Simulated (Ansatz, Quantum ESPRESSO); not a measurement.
# RbCdH3 (Pm-3m): zone-centre phonons

Aim: the zone-centre modes of RbCdH3 (Pm-3m).

Calculated with Quantum ESPRESSO 8.0 development, patched; DFT LDA, scalar-relativistic, plane waves, PseudoDojo norm-conserving pseudopotentials.

The structure was built from a prototype and need not be the compound's stable phase.

## (1) Starting point

The structure is cubic, space group Pm-3m (No. 221). Conventional cell: a = 4.559 Å, b = 4.559 Å, c = 4.559 Å, α = 90.00°, β = 90.00°, γ = 90.00°. Nearest to Rb lie 12 H at 3.22 Å. Cd has 6 H at 2.28 Å nearest. H has 2 Cd at 2.28 Å and 4 Rb at 3.22 Å and 8 H at 3.22 Å nearest. Farther neighbours are not listed.

As a file:

```cif
data_structure
_symmetry_space_group_name_H-M 'P 1'
_symmetry_Int_Tables_number 1
_cell_length_a 4.5590
_cell_length_b 4.5590
_cell_length_c 4.5590
_cell_angle_alpha 90.000
_cell_angle_beta 90.000
_cell_angle_gamma 90.000
_cell_volume 94.76
loop_
_atom_site_label
_atom_site_type_symbol
_atom_site_fract_x
_atom_site_fract_y
_atom_site_fract_z
_atom_site_occupancy
Rb1 Rb 0.00000 0.00000 0.00000 1
Cd2 Cd 0.50000 0.50000 0.50000 1
H3 H 0.50000 0.50000 0.00000 1
H4 H 0.50000 0.00000 0.50000 1
H5 H 0.00000 0.50000 0.50000 1
```

## (2) A first look

A cheap run with smearing and empty bands tells whether the crystal has a gap, which decides between fixed occupations and smearing later on.

Contents of probe.in:

```
 &control
    calculation='scf',
    prefix='x',
    outdir='./tmp',
    pseudo_dir='./pseudo',
    tprnfor=.true.,
    tstress=.true.,
    verbosity='high',
 /
 &system
    ibrav=0,
    nat=5,
    ntyp=3,
    ecutwfc=102.0,
    occupations='smearing',
    smearing='gaussian',
    degauss=0.01,
 /
 &electrons
    conv_thr=1.0d-07,
    mixing_beta=0.7,
    electron_maxstep=100,
 /
ATOMIC_SPECIES
 Rb     85.4678  Rb.upf
 Cd    112.4140  Cd.upf
 H       1.0080  H.upf
CELL_PARAMETERS angstrom
     4.559000000    0.000000000    0.000000000
     0.000000000    4.559000000    0.000000000
     0.000000000    0.000000000    4.559000000
ATOMIC_POSITIONS crystal
 Rb     0.000000000   0.000000000   0.000000000
 Cd     0.500000000   0.500000000   0.500000000
 H      0.500000000   0.500000000   0.000000000
 H      0.500000000   0.000000000   0.500000000
 H      0.000000000   0.500000000   0.500000000
K_POINTS automatic
 4 4 4 0 0 0
```

The run is started by

```console
OMP_NUM_THREADS=1 mpirun -n 4 pw.x -nk 4 -in probe.in > probe.out
```

Output:

```text
[banners, grids, parts of the stress and lines that vanish by symmetry left out]
Program PWSCF v.8.0dev
     In Cd.upf r*V + 2Z of the local potential adds  1.5E-02 Ry bohr^3 between 6 and 10 bohr.
     Times the mean valence density, that enters the energy per atom
[...]
kinetic-energy cutoff     =     102.0000  Ry
     charge density cutoff     =     408.0000  Ry
     scf convergence threshold =      1.0E-07
[...]
Exchange-correlation= SLA-PW-NOGX-NOGC
                           (   1   4   0   0   0   0   0)
[...]
48 Sym. Ops., with inversion, found
[...]
(     0          1          0      )
                  (     0          0          1      )
[...]
(  0.0000000  1.0000000  0.0000000 )
                  (  0.0000000  0.0000000  1.0000000 )
[...]
(     0         -1          0      )
[...]
( -1.0000000  0.0000000  0.0000000 )
                  (  0.0000000  1.0000000  0.0000000 )
[...]
number of k points=    10  Gaussian smearing, width (Ry)=  0.0100
[...]
End of self-consistent calculation
[...]
the Fermi energy is     4.1579 ev
!    total energy              =    -408.19712213 Ry
[...]
convergence has been achieved in   6 iterations
[...]
atom    1 type  1   force =     0.00000000    0.00000000    0.00000000
     atom    2 type  2   force =     0.00000000    0.00000000    0.00000000
     atom    3 type  3   force =     0.00000000    0.00000000    0.00000000
     atom    4 type  3   force =     0.00000000    0.00000000    0.00000000
     atom    5 type  3   force =     0.00000000    0.00000000    0.00000000
[...]
Total force =     0.000000     Total SCF correction =     0.000000
[...]
total   stress  (Ry/bohr**3)                   (kbar)     P=      -78.61
[...]
XML data file, charge density, pseudopotentials, collected wavefunctions

   JOB DONE.
```

The job ended after 8.2 s (4 MPI ranks of Intel Xeon Platinum 8488C (Sapphire Rapids), shared host).

Read from the output:

```yaml
volume_per_atom: 18.95 Å³
pressure: -7.861 GPa
gap_on_the_k_mesh: 0 eV
```

No gap opens on this mesh, so smearing is kept; the start stands at -7.9 GPa.

## (3) Relaxation

The relaxation runs at a cutoff a fifth above that of the response, since stress converges more slowly with the basis than frequencies do. Forces and stress are brought to rest with tight thresholds.

Contents of relax.in:

```
 &control
    calculation='vc-relax',
    prefix='x',
    outdir='./tmp',
    pseudo_dir='./pseudo',
    tprnfor=.true.,
    tstress=.true.,
    forc_conv_thr=2.0d-05,
    etot_conv_thr=1.0d-07,
    nstep=40,
 /
 &system
    ibrav=0,
    nat=5,
    ntyp=3,
    ecutwfc=122,
    occupations='smearing',
    smearing='mv',
    degauss=0.02,
 /
 &electrons
    conv_thr=1.0d-11,
    mixing_beta=0.7,
    electron_maxstep=100,
 /
 &ions
 /
 &cell
    press_conv_thr=0.2,
 /
ATOMIC_SPECIES
 Rb     85.4678  Rb.upf
 Cd    112.4140  Cd.upf
 H       1.0080  H.upf
CELL_PARAMETERS angstrom
     4.559000000    0.000000000    0.000000000
     0.000000000    4.559000000    0.000000000
     0.000000000    0.000000000    4.559000000
ATOMIC_POSITIONS crystal
 Rb     0.000000000   0.000000000   0.000000000
 Cd     0.500000000   0.500000000   0.500000000
 H      0.500000000   0.500000000   0.000000000
 H      0.500000000   0.000000000   0.500000000
 H      0.000000000   0.500000000   0.500000000
K_POINTS automatic
 8 8 8 0 0 0
```

The run is started by

```console
OMP_NUM_THREADS=1 mpirun -n 4 pw.x -nk 4 -in relax.in > relax.out
```

Output:

```text
[banners, grids, parts of the stress and lines that vanish by symmetry left out]
[banner, memory and clock lines left out]
Program PWSCF v.8.0dev

[...]
kinetic-energy cutoff     =     122.0000  Ry
     charge density cutoff     =     488.0000  Ry
     scf convergence threshold =      1.0E-11
[...]
energy convergence thresh.=      1.0E-07
     force convergence thresh. =      2.0E-05
     press convergence thresh. =      2.0E-01
     Exchange-correlation= SLA-PW-NOGX-NOGC
                           (   1   4   0   0   0   0   0)
[...]
48 Sym. Ops., with inversion, found
[...]
number of k points=    35  Marzari-Vanderbilt smearing, width (Ry)=  0.0200
[...]
End of self-consistent calculation
[...]
the Fermi energy is     3.8340 ev
!    total energy              =    -408.19604187 Ry
[...]
convergence has been achieved in   9 iterations
[...]
atom    1 type  1   force =     0.00000000    0.00000000    0.00000000
     atom    2 type  2   force =     0.00000000    0.00000000    0.00000000
     atom    3 type  3   force =     0.00000000    0.00000000    0.00000000
     atom    4 type  3   force =     0.00000000    0.00000000    0.00000000
     atom    5 type  3   force =     0.00000000    0.00000000    0.00000000
     Total force =     0.000000     Total SCF correction =     0.000000
[...]
total   stress  (Ry/bohr**3)                   (kbar)     P=      -78.52
[...]
number of bfgs steps    =   0
[...]
CELL_PARAMETERS (angstrom)
[...]
ATOMIC_POSITIONS (crystal)
Rb               0.0000000000        0.0000000000        0.0000000000
Cd               0.5000000000        0.5000000000        0.5000000000
H                0.5000000000        0.5000000000        0.0000000000
H                0.5000000000        0.0000000000        0.5000000000
[...]
New effective cutoffs (rho, wfc):  501.03  125.31
[...]
End of self-consistent calculation
[...]
the Fermi energy is     4.2062 ev
!    total energy              =    -408.20929090 Ry
[...]
convergence has been achieved in   6 iterations
[...]
atom    1 type  1   force =     0.00000000    0.00000000    0.00000000
     atom    2 type  2   force =     0.00000000    0.00000000    0.00000000
     atom    3 type  3   force =     0.00000000    0.00000000    0.00000000
     atom    4 type  3   force =     0.00000000    0.00000000    0.00000000
     atom    5 type  3   force =     0.00000000    0.00000000    0.00000000
     Total force =     0.000000     Total SCF correction =     0.000000
[...]
total   stress  (Ry/bohr**3)                   (kbar)     P=      -75.59
[...]
number of bfgs steps    =   1
[...]
WARNING: bfgs curvature condition failed, Theta= 0.854
[...]
CELL_PARAMETERS (angstrom)
[...]
ATOMIC_POSITIONS (crystal)
[...]
New effective cutoffs (rho, wfc):  521.99  130.55
[...]
End of self-consistent calculation
[...]
the Fermi energy is     4.8083 ev
!    total energy              =    -408.22734381 Ry
[...]
convergence has been achieved in   8 iterations
[...]
atom    1 type  1   force =     0.00000000    0.00000000    0.00000000
     atom    2 type  2   force =     0.00000000    0.00000000    0.00000000
     atom    3 type  3   force =     0.00000000    0.00000000    0.00000000
[...]
convergence has been achieved in   9 iterations
[...]
Total force =     0.000000     Total SCF correction =     0.000000
[...]
total   stress  (Ry/bohr**3)                   (kbar)     P=       -0.74
[...]
number of bfgs steps    =   4
[...]
CELL_PARAMETERS (angstrom)
[...]
ATOMIC_POSITIONS (crystal)
[...]
New effective cutoffs (rho, wfc):  614.41  153.66
[...]
the Fermi energy is     7.6494 ev
!    total energy              =    -408.26359939 Ry
[...]
convergence has been achieved in   6 iterations
[...]
Total force =     0.000000     Total SCF correction =     0.000000
[...]
total   stress  (Ry/bohr**3)                   (kbar)     P=        0.21
[...]
number of bfgs steps    =   5
[...]
CELL_PARAMETERS (angstrom)
[...]
ATOMIC_POSITIONS (crystal)
[...]
New effective cutoffs (rho, wfc):  614.23  153.62
[...]
the Fermi energy is     7.6436 ev
!    total energy              =    -408.26359953 Ry
[...]
convergence has been achieved in   5 iterations
[...]
Total force =     0.000000     Total SCF correction =     0.000000
[...]
total   stress  (Ry/bohr**3)                   (kbar)     P=       -0.00
[...]
number of bfgs steps    =   6
[...]
small trust_radius: resetting bfgs history
[...]
CELL_PARAMETERS (angstrom)
[...]
ATOMIC_POSITIONS (crystal)
[...]
New effective cutoffs (rho, wfc):  614.23  153.62
[...]
End of self-consistent calculation
[...]
the Fermi energy is     7.6436 ev
!    total energy              =    -408.26359953 Ry
[...]
convergence has been achieved in   1 iterations
[...]
atom    3 type  3   force =     0.00000000    0.00000000    0.00000000
     atom    4 type  3   force =     0.00000000    0.00000000    0.00000000
     atom    5 type  3   force =     0.00000000    0.00000000    0.00000000
     Total force =     0.000000     Total SCF correction =     0.000000
[...]
total   stress  (Ry/bohr**3)                   (kbar)     P=        0.00
[...]
bfgs converged in   8 scf cycles and   7 bfgs steps
[...]
End of BFGS Geometry Optimization
     Final enthalpy           =    -408.2635995311 Ry
     File ./tmp/x.bfgs deleted, as requested
[...]
CELL_PARAMETERS (angstrom)
[...]
ATOMIC_POSITIONS (crystal)
[...]
H                0.5000000000        0.0000000000        0.5000000000
H                0.0000000000        0.5000000000        0.5000000000
[...]
Final scf calculation at the relaxed structure.
[...]
kinetic-energy cutoff     =     122.0000  Ry
     charge density cutoff     =     488.0000  Ry
     scf convergence threshold =      1.0E-13
[...]
press convergence thresh. =      2.0E-01
     Exchange-correlation= SLA-PW-NOGX-NOGC
                           (   1   4   0   0   0   0   0)
[...]
48 Sym. Ops., with inversion, found
[...]
number of k points=    35  Marzari-Vanderbilt smearing, width (Ry)=  0.0200
[...]
End of self-consistent calculation
[...]
the Fermi energy is     7.6436 ev
!    total energy              =    -408.26352664 Ry
[...]
convergence has been achieved in  11 iterations
[...]
atom    1 type  1   force =     0.00000000    0.00000000    0.00000000
     atom    2 type  2   force =     0.00000000    0.00000000    0.00000000
     atom    3 type  3   force =     0.00000000    0.00000000    0.00000000
     atom    4 type  3   force =     0.00000000    0.00000000    0.00000000
     atom    5 type  3   force =     0.00000000    0.00000000    0.00000000
     Total force =     0.000000     Total SCF correction =     0.000000
[...]
total   stress  (Ry/bohr**3)                   (kbar)     P=        0.04
[...]
XML data file, charge density, pseudopotentials, collected wavefunctions
```

Run time: 3.8 min. Hardware: 4 MPI ranks.

Step by step:

```tsv
step	energy less that of the first step (eV)	largest force (eV/Å)	pressure (GPa)	volume (Å³)
1	0.0000	0.0000	-7.85	94.76
2	-0.1803	0.0000	-7.56	91.01
3	-0.4259	0.0000	-6.88	85.59
4	-0.7208	0.0000	-5.16	77.86
5	-0.9191	0.0000	-0.07	67.16
6	-0.9192	0.0000	0.02	67.02
7	-0.9192	0.0000	0.00	67.05
8	-0.9192	0.0000	0.00	67.05
9	-0.9182	0.0000	0.00	67.05
```

```tsv
conventional cell, symmetrised	before	after	change
a (Å)	4.559	4.063	-10.9 %
b (Å)	4.559	4.063	-10.9 %
c (Å)	4.559	4.063	-10.9 %
volume (Å³/atom)	18.95	13.41	-29.2 %
```

The relaxed structure:

```xyz
5
Lattice="4.0626 0.0000 0.0000 0.0000 4.0626 0.0000 0.0000 0.0000 4.0626" Properties=species:S:1:pos:R:3 pbc="T T T"
Rb    0.0000    0.0000    0.0000
Cd    2.0313    2.0313    2.0313
H     2.0313    2.0313    0.0000
H     2.0313    0.0000    2.0313
H     0.0000    2.0313    2.0313
```

The last row of the table of steps is pw.x's closing run on a basis chosen anew for the final cell, so its energy can jump.

Read from the output:

* volume per atom: 13.41 Å³
* pressure: 0.004 GPa

The volume changes by -29.2 % from the cell with which this run began.

## (4) Self-consistent run for the response

The response is built on this ground state, so it is converged far tighter than an energy would need. Smearing stays on, as the first look found no gap above 0.3 eV.

Contents of scf.in:

```
 &control
    calculation='scf',
    prefix='x',
    outdir='./tmp',
    pseudo_dir='./pseudo',
    tprnfor=.true.,
    tstress=.true.,
 /
 &system
    ibrav=0,
    nat=5,
    ntyp=3,
    ecutwfc=102.0,
    occupations='smearing',
    smearing='mv',
    degauss=0.02,
 /
 &electrons
    conv_thr=1.0d-12,
    mixing_beta=0.7,
    electron_maxstep=100,
 /
ATOMIC_SPECIES
 Rb     85.4678  Rb.upf
 Cd    112.4140  Cd.upf
 H       1.0080  H.upf
CELL_PARAMETERS angstrom
     4.062574897    0.000000000    0.000000000
     0.000000000    4.062574897    0.000000000
     0.000000000    0.000000000    4.062574897
ATOMIC_POSITIONS crystal
 Rb     0.000000000   0.000000000   0.000000000
 Cd     0.500000000   0.500000000   0.500000000
 H      0.500000000   0.500000000   0.000000000
 H      0.500000000   0.000000000   0.500000000
 H      0.000000000   0.500000000   0.500000000
K_POINTS automatic
 8 8 8 0 0 0
```

The run is started by

```console
OMP_NUM_THREADS=1 mpirun -n 4 pw.x -nk 4 -in scf.in > scf.out
```

Output:

```text
[banners, grids, parts of the stress and lines that vanish by symmetry left out]
[banner, memory and clock lines left out]
Program PWSCF v.8.0dev

[...]
kinetic-energy cutoff     =     102.0000  Ry
     charge density cutoff     =     408.0000  Ry
     scf convergence threshold =      1.0E-12
[...]
Exchange-correlation= SLA-PW-NOGX-NOGC
                           (   1   4   0   0   0   0   0)
[...]
48 Sym. Ops., with inversion, found
[...]
number of k points=    35  Marzari-Vanderbilt smearing, width (Ry)=  0.0200
[...]
End of self-consistent calculation
[...]
the Fermi energy is     7.6436 ev
!    total energy              =    -408.26342889 Ry
[...]
convergence has been achieved in  10 iterations
[...]
atom    1 type  1   force =     0.00000000    0.00000000    0.00000000
     atom    2 type  2   force =     0.00000000    0.00000000    0.00000000
     atom    3 type  3   force =     0.00000000    0.00000000    0.00000000
     atom    4 type  3   force =     0.00000000    0.00000000    0.00000000
     atom    5 type  3   force =     0.00000000    0.00000000    0.00000000
     Total force =     0.000000     Total SCF correction =     0.000000
[...]
total   stress  (Ry/bohr**3)                   (kbar)     P=       -0.26
[...]
XML data file, charge density, pseudopotentials, collected wavefunctions
```

Wall time 18 s (4 MPI ranks).

Numbers from this step:

* pressure: -0.02600 GPa

The cell stands at -0.026 GPa, close enough for phonons.

(Continued in part 2 of 3.)

[Host names and launcher messages were left out of these logs when they were recorded.]

[Logs are printed without paths, hosts, clocks, repeated set-up lines and the standing remarks that a program may print on its own settings, such as how far it seeks lower states.]

[Hosts, paths, dates, database ids (printed as entryN), source tags and the programs' standing remarks are cut or masked in the printed files.]
